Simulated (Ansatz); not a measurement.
**Cs (Im-3m): Drude plasma energy against volume**

The cell of Cs (Im-3m) is scaled evenly and the response computed anew at each volume, on one mesh.

Cell: a, b, c = 5.254, 5.254, 5.254 Å (primitive vectors), 1 atoms.

Method: Ansatz 0.2.0, LDA, independent particles, k-mesh 10×10×10 with interpolation inside its cells, Gaussian parameter 0.1 eV.

Launch of the response step: `ansatz run input.yaml --threads 4 --pin off --max-ram 8192MiB --backend cpu --events-out ev --progress --plain --runs-dir out`. The series took 2.9 min in all, on 4 threads of Intel(R) Xeon(R) Processor @ 2.50GHz (Skylake/Cascade Lake) (shared host).

| V/V₀ | V (Å³, primitive cell) | Drude plasma energy (eV) |
| --- | --- | --- |
| 0.94 | 104.96 | ? |
| 0.96 | 107.19 | 3.0538 |
| 0.98 | 109.43 | 3.0440 |
| 1.00 | 111.66 | 3.0339 |
| 1.02 | 113.89 | 3.0234 |
| 1.04 | 116.12 | 3.0127 |
| 1.06 | 118.36 | 3.0016 |

For small changes the quantity should be close to linear in ln V.

Working, on the rows shown:

| x = ln(V/V₀) | y = Drude plasma energy |
| --- | --- |
| -0.040822 | 3.0538 |
| -0.0202027 | 3.044 |
| 0 | 3.0339 |
| 0.0198026 | 3.0234 |
| 0.0392207 | 3.0127 |
| 0.0582689 | 3.0016 |

Means: x̄ = 0.0093779, ȳ = 3.0282. Σ(x − x̄)(y − ȳ) = -0.003619, Σ(x − x̄)² = 0.006873. Slope = -0.003619 / 0.006873 = -0.5266; intercept = ȳ − slope · x̄ = 3.0332. The line misses the rows shown by at most 0.00089 eV.

Task: Predict the last column of the withheld row from the fit.

Result: At x = -0.061875 the line gives y = 3.0658 eV. The run gave 3.0635 eV, so the extrapolation is off by 0.0023 eV, 4 % of the range in the table.

Between the rows on either side of x = 0 the slope is (3.0234 − 3.044) / (0.019803 − (-0.020203)) = -0.5149. So d ln ωp/d ln V = -0.17; free electrons would give −0.50. The values come from a sum over the points of one k-mesh and carry its error, which is largest for Fermi-surface quantities. Spin-orbit coupling is left out.
